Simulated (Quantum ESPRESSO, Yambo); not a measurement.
## NbInO4 (P2/c): G0W0 in Yambo against the screening cutoff

Aim: move the screening cutoff of a G0W0 run on NbInO4 (P2/c) over a wide range.

Calculated with Yambo 5.3.0; LDA and many-body steps on it, plane waves.

**1. The starting structure**

Symmetry: P2/c, No. 13, monoclinic system. Conventional cell: a = 4.835 Å, b = 5.771 Å, c = 5.144 Å, α = 90.00°, β = 91.13°, γ = 90.00°. Nearest to Nb lie 6 O at 1.88 to 2.13 Å. Nearest to In lie 6 O at 2.11 to 2.23 Å. Nearest to O lie 1 Nb at 1.88 Å and 2 In at 2.14 to 2.23 Å. O has 2 Nb at 1.97 to 2.13 Å and 1 In at 2.11 Å nearest. Farther neighbours and most contacts between anions are not listed.

Structure file:

```
Nb In O
1.0
     4.83550    0.00000    0.00000
     0.00000    5.77090    0.00000
    -0.10144    0.00000    5.14300
Nb In O
2 2 8
Direct
  0.00000 0.17474 0.25000
  0.00000 0.82526 0.75000
  0.50000 0.67878 0.25000
  0.50000 0.32122 0.75000
  0.26112 0.62117 0.90081
  0.73888 0.62117 0.59919
  0.73888 0.37883 0.09919
  0.26112 0.37883 0.40081
  0.21279 0.89587 0.43605
  0.78721 0.89587 0.06395
  0.78721 0.10413 0.56395
  0.21279 0.10413 0.93605
```

Geometry: measured (diffraction); atoms relaxed with LDA. The runs that relaxed it are not among those shown.

**2. 1.5 Ha**

This step: Yambo 5.3.0; G0W0 on LDA, plane waves, norm-conserving pseudopotentials.

Now the one-shot GW correction: screening in the RPA, then the self-energy of the levels asked for.

gw7.in

```
HF_and_locXC
gw0
dyson
ppa
em1d
rim_cut
RandQpts= 1000000
RandGvec= 1 RL
EXXRLvcs= 80 Ry
VXCRLvcs= 320 Ry
Chimod= "HARTREE"
% BndsRnXp
 1 | 128 |
%
NGsBlkXp= 3 Ry
% LongDrXp
 1 | 1 | 1 |
%
% GbndRnge
 1 | 128 |
%
DysSolver= "n"
ExtendOut
PPAPntXp= 27.21138 eV
% QPkrange
 9 | 9 | 57 | 60 |
 6 | 6 | 57 | 60 |
 1 | 1 | 57 | 60 |
%
```

Run with:

```
> OMP_NUM_THREADS=2 mpirun -n 4 yambo -F gw7.in -J gw7 -C gw7 > gw7.log
```

The log of the run:

```text
 Yambo, version 5.3.0

 [02] CORE Variables Setup
 =========================

  [... cell, symmetries and grids as in the set-up ...]

  [02.05] Energies & Occupations
  ==============================

  [X] === General ===
  [X] Electronic Temperature                        :  0.000000  0.000000 [eV K]
  [X] Bosonic    Temperature                        :  0.000000  0.000000 [eV K]
  [X] Finite Temperature mode                       : no
  [X] El. density                                   :  0.80827E+24 [cm-3]
  [X] Fermi Level                                   :  9.541687 [eV]

  [X] === Gaps and Widths ===
  [X] Conduction Band Min                           :  3.307442 [eV]
  [X] Valence Band Max                              :  0.000000 [eV]
  [X] Filled Bands                                  :   58
  [X] Empty Bands                                   :    59   336
  [X] Direct Gap                                    :  3.431595 [eV]
  [X] Direct Gap localized at k                     :   6
  [X] Indirect Gap                                  :  3.307442 [eV]
  [X] Indirect Gap between kpts                     :   9   6
  [X] Last valence band width                       :  0.278764 [eV]
  [X] 1st conduction band width                     :  0.682528 [eV]

 [03] Transferred momenta grid and indexing
 ==========================================

 IBZ Q-points                                      :  12
 BZ  Q-points                                      :  16

 K/Q-points units:
 rlu = crystal or reduced units; cc = cartesian coordinates; iku = interal k-units

 Q [ 1]         [rlu]:  0.000000  0.000000  0.000000
 Q [ 2]         [rlu]: -0.96193E-18   0.0000     -0.50000
 Q [ 3]         [rlu]:  0.000000 -0.500000  0.000000
 Q [ 4]         [rlu]: -0.96193E-18 -0.50000     -0.50000
 Q [ 5]         [rlu]:  0.25000       0.0000      0.35538E-19
 Q [ 6]         [rlu]:  0.250000  0.000000 -0.500000
 Q [ 7]         [rlu]:  0.25000     -0.50000      0.35538E-19
 Q [ 8]         [rlu]:  0.250000 -0.500000 -0.500000
 Q [ 9]         [rlu]: -0.50000       0.0000     -0.71075E-19
 Q [10]         [rlu]:  0.500000  0.000000 -0.500000
 Q [11]         [rlu]: -0.50000     -0.50000     -0.71075E-19
 Q [12]         [rlu]:  0.500000  0.500000 -0.500000

 [04] Coloumb potential Random Integration (RIM)
 ===============================================

  [04.01] RIM initialization
  ==========================

  * Diagonal components only detected *

  8 x (sBL volume)        :  0.128059 [a.u.]
  sBZ random points       :  1000000
  Points outside the sBZ  :   7991612
  RL volume               :  0.256119 [a.u.]
  Integrated volume       :  0.256388 [a.u.]

  [04.02] RIM integrals
  =====================

  Gamma point sphere radius             :  0.091430 [a.u.]
  Points outside the sphere             :   800999
  [Int_sBZ(q=0) 1/q^2]*(Vol_sBZ)^(-1/3) =:  7.394754
                                 should be <:  7.795600

  Summary of Coulomb integrals for non-metallic bands |Q|[au] RIM/Bare

  Q [1] 0.100000E-4 0.948581 * Q [5] 0.171935 0.778806
  Q [3] 0.288076 1.095968 * Q [2] 0.323247 1.157035
  Q [7] 0.335484 1.039545 * Q [9] 0.343870 0.933137
  Q [6] 0.363123 1.088725 * Q [4] 0.432986 1.088402
  Q [11] 0.448592 0.995617 * Q [8] 0.463515 1.060313
  Q [10] 0.467280 1.017899 * Q [12] 0.548943 1.021118

 [05] Dipoles
 ============

  [05.01] Setup: observables and procedures
  =========================================

  [WARNING] [x,Vnl] slows the Dipoles computation. To neglect it rename the ns.kb_pp file

 [06] Dynamic Dielectric Matrix (PPA)
 ====================================

 [WR./gw7//ndb.pp]---------------------------------------------------------------
  Brillouin Zone Q/K grids (IBZ/BZ)                :  12  16  12  16
  RL vectors                                       :  13917 [WF]
  Coulomb cutoff potential                         : none
  Electronic Temperature                           :  0.000000 [K]
  Bosonic    Temperature                           :  0.000000 [K]
  PPA    diel. fun.  energies                      : Slater exchange(X)+Perdew & Wang(C)
  wavefunctions                                    : Slater exchange(X)+Perdew & Wang(C)
  Global Gauge                                     : length
  X matrix size                                    :   91
  X band range                                     :    1  128
  X e/h energy range                               : -1.000000 -1.000000 [eV]
  X Time ordering                                  : R
  X Hxc Kernel                                     : HARTREE
  X Drude frequency                                :  0.000000  0.000000
  X poles                                          :  100.0000 [o/o]
  RL vectors in the sum                            :  13917
  [r,Vnl] included                                 : yes
  Field direction                                  :  0.577350E-5  0.577350E-5  0.577350E-5
  BZ energy Double Grid                            : no
  BZ energy DbGd points                            : 0
  BZ Q point size factor                           : -1.000000
  X Optical Averaged directions                    : none

 [07] Local Exchange-Correlation + Non-Local Fock
 ================================================

 [VXC] Plane waves :   93599
 [EXS] Plane waves :  11705

 QP @ state[ 1 ] K range:  1  1
 QP @ state[ 1 ] b range:   57   60
 QP @ state[ 2 ] K range:   6   6
 QP @ state[ 2 ] b range:   57   60
 QP @ state[ 3 ] K range:   9   9
 QP @ state[ 3 ] b range:   57   60

 [xc] Functional : Slater exchange(X)+Perdew & Wang(C)
 [xc] LIBXC used to calculate xc functional
  PP Number of Atomic Species                      :  3
  NLCC RL compoments                               :   93599
  PP Number of Atomic Species                      :  3
  NLCC RL compoments                               :   93599

 [xc] E_xc :  -73.79323 [Ha]
      E_xc :  -147.5865 [Ry]

  Local XC kind (lXC) : Slater exchange(X)+Perdew & Wang(C)
  Non-Local XC kind (nlXC) : Hartree-Fock

  Corrections @ K [1] :  [eV]
 <57|nlXC|57> = -24.70742  0.49044E-17 <57|lXC|57> = -19.69931 -0.37763E-15
 <58|nlXC|58> = -24.78748  0.57946E-17 <58|lXC|58> = -19.63596 -0.12266E-22
 <59|nlXC|59> = -11.44653  0.74354E-18 <59|lXC|59> = -17.02165 -0.18882E-15
 <60|nlXC|60> = -11.81739  0.68088E-18 <60|lXC|60> = -17.13005 -0.50603E-20

  Corrections @ K [6] :  [eV]
 <57|nlXC|57> = -24.97069  0.71360E-17 <57|lXC|57> = -20.07728  0.64906E-16
 <58|nlXC|58> = -24.57928  0.32668E-17 <58|lXC|58> = -19.58510  0.94409E-16
[...]
Corrections @ K [9] :  [eV]
[...]
<58|nlXC|58> = -24.85462  0.22499E-16 <58|lXC|58> = -19.66624  0.14161E-15
 <59|nlXC|59> = -11.33478 -0.11937E-17 <59|lXC|59> = -17.60994  0.47204E-16
 <60|nlXC|60> = -11.58652 -0.57420E-18 <60|lXC|60> = -17.70901 -0.49053E-21

 [08] Dyson equation: Newton solver
 ==================================

  [08.01] G0W0 (W PPA)
  ====================

  [  GW  ] Bands range     :    1  128
  [GW/PPA] G damping       :  0.100000 [eV]

  QP @ state[ 1 ] K range:  1  1
  QP @ state[ 1 ] b range:   57   60
  QP @ state[ 2 ] K range:   6   6
  QP @ state[ 2 ] b range:   57   60
  QP @ state[ 3 ] K range:   9   9
  QP @ state[ 3 ] b range:   57   60

   Sc/G bands                                       :    1  128
   Sc/G damping                                     :  0.100000 ev
   Sc bands terminator                              : no
   Sx RL components                                 :  11705

   QP @ state[ 1 ] K range                          :  1  1
   QP @ state[ 1 ] b range                          :   57   60
   QP @ state[ 2 ] K range                          :   6   6
   QP @ state[ 2 ] b range                          :   57   60
   QP @ state[ 3 ] K range                          :   9   9
   QP @ state[ 3 ] b range                          :   57   60
   GF energies kind                                 : Slater exchange(X)+Perdew & Wang(C)
   GF WF`s kind                                     : Slater exchange(X)+Perdew & Wang(C)
   Xs energies kind                                 : Slater exchange(X)+Perdew & Wang(C)
   Xs WF`s kind                                     : Slater exchange(X)+Perdew & Wang(C)

 [11] Game Over & Game summary
```

Wall time 60 s (4 MPI ranks of Arm Neoverse V2, shared host); peak memory 5.7 GiB.

This step gave:

* G0W0 gap on the points computed: 5.396 eV
* starting gap on the mesh: 3.307 eV
* k of the valence top: -0.5, 0, 0
* k of the conduction bottom: 0.25, 0, -0.5
* least direct G0W0 gap on the computed points: 5.482 eV
* Z at the valence top: 0.7839
* Z at the conduction bottom: 0.8275

The gap on the mesh goes from 3.31 eV to 5.40 eV, a correction of +2.09 eV.

**3. 2.25 Ha**

gw8.in, as its differences from gw7.in of step 2:

```diff
@@ -14,3 +14,3 @@
 %
-NGsBlkXp= 3 Ry
+NGsBlkXp= 4.5 Ry
 % LongDrXp
```

Run with:

```
> OMP_NUM_THREADS=2 mpirun -n 4 yambo -F gw8.in -J gw8 -C gw8 > gw8.log
```

The log of the run:

```text
 Yambo, version 5.3.0

 [02] CORE Variables Setup
 =========================

  [... cell, symmetries and grids as in the set-up ...]

  [02.05] Energies & Occupations
  ==============================

  [X] === General ===
  [X] Electronic Temperature                        :  0.000000  0.000000 [eV K]
  [X] Bosonic    Temperature                        :  0.000000  0.000000 [eV K]
  [X] Finite Temperature mode                       : no
  [X] El. density                                   :  0.80827E+24 [cm-3]
  [X] Fermi Level                                   :  9.541687 [eV]

  [X] === Gaps and Widths ===
  [X] Conduction Band Min                           :  3.307442 [eV]
  [X] Valence Band Max                              :  0.000000 [eV]
  [X] Filled Bands                                  :   58
  [X] Empty Bands                                   :    59   336
  [X] Direct Gap                                    :  3.431595 [eV]
  [X] Direct Gap localized at k                     :   6
  [X] Indirect Gap                                  :  3.307442 [eV]
  [X] Indirect Gap between kpts                     :   9   6
  [X] Last valence band width                       :  0.278764 [eV]
  [X] 1st conduction band width                     :  0.682528 [eV]

 [03] Transferred momenta grid and indexing
 ==========================================

 IBZ Q-points                                      :  12
 BZ  Q-points                                      :  16

 K/Q-points units:
 rlu = crystal or reduced units; cc = cartesian coordinates; iku = interal k-units

 Q [ 1]         [rlu]:  0.000000  0.000000  0.000000
 Q [ 2]         [rlu]: -0.96193E-18   0.0000     -0.50000
 Q [ 3]         [rlu]:  0.000000 -0.500000  0.000000
[...]
[xc] E_xc :  -73.79323 [Ha]
      E_xc :  -147.5865 [Ry]

  Local XC kind (lXC) : Slater exchange(X)+Perdew & Wang(C)
  Non-Local XC kind (nlXC) : Hartree-Fock

  Corrections @ K [1] :  [eV]
 <57|nlXC|57> = -24.70742  0.49044E-17 <57|lXC|57> = -19.69931 -0.37763E-15
 <58|nlXC|58> = -24.78748  0.57946E-17 <58|lXC|58> = -19.63596 -0.12266E-22
 <59|nlXC|59> = -11.44653  0.74354E-18 <59|lXC|59> = -17.02165 -0.18882E-15
[...]
Corrections @ K [6] :  [eV]
[...]
Corrections @ K [9] :  [eV]
[...]
<59|nlXC|59> = -11.33478 -0.11937E-17 <59|lXC|59> = -17.60994  0.47204E-16
 <60|nlXC|60> = -11.58652 -0.57420E-18 <60|lXC|60> = -17.70901 -0.49053E-21

 [08] Dyson equation: Newton solver
 ==================================

  [08.01] G0W0 (W PPA)
  ====================

  [  GW  ] Bands range     :    1  128
  [GW/PPA] G damping       :  0.100000 [eV]

  QP @ state[ 1 ] K range:  1  1
  QP @ state[ 1 ] b range:   57   60
  QP @ state[ 2 ] K range:   6   6
  QP @ state[ 2 ] b range:   57   60
  QP @ state[ 3 ] K range:   9   9
  QP @ state[ 3 ] b range:   57   60

   Sc/G bands                                       :    1  128
   Sc/G damping                                     :  0.100000 ev
   Sc bands terminator                              : no
   Sx RL components                                 :  11705

   QP @ state[ 1 ] K range                          :  1  1
   QP @ state[ 1 ] b range                          :   57   60
   QP @ state[ 2 ] K range                          :   6   6
   QP @ state[ 2 ] b range                          :   57   60
   QP @ state[ 3 ] K range                          :   9   9
   QP @ state[ 3 ] b range                          :   57   60
   GF energies kind                                 : Slater exchange(X)+Perdew & Wang(C)
   GF WF`s kind                                     : Slater exchange(X)+Perdew & Wang(C)
   Xs energies kind                                 : Slater exchange(X)+Perdew & Wang(C)
   Xs WF`s kind                                     : Slater exchange(X)+Perdew & Wang(C)

 [11] Game Over & Game summary
```

Elapsed: 62 s, on 4 MPI ranks; peak memory 5.7 GiB; 7.4 min of CPU time.

Numbers from this step:

```
G0W0 gap on the points computed              : 5.296 eV
starting gap on the mesh                     : 3.307 eV
k of the valence top                         : -0.5, 0, 0
k of the conduction bottom                   : 0.25, 0, -0.5
least direct G0W0 gap on the computed points : 5.389 eV
Z at the valence top                         : 0.7782
Z at the conduction bottom                   : 0.8249
```

Against the run before, the gap moves by −0.100 eV.

[end of part 1 of 2]

[Paths, hosts, dates, memory and timing lines, banners, echoed tables and standing remarks are left out of the program output.]

[Logs are printed without paths, hosts, clocks, repeated set-up lines and the standing remarks that a program may print on its own settings, such as how far it seeks lower states.]

[Runs of the session that timed out or met a known fault of the program may be left out.]

[Hosts, paths, dates, database ids (printed as entryN), source tags and the programs' standing remarks are cut or masked in the printed files.]
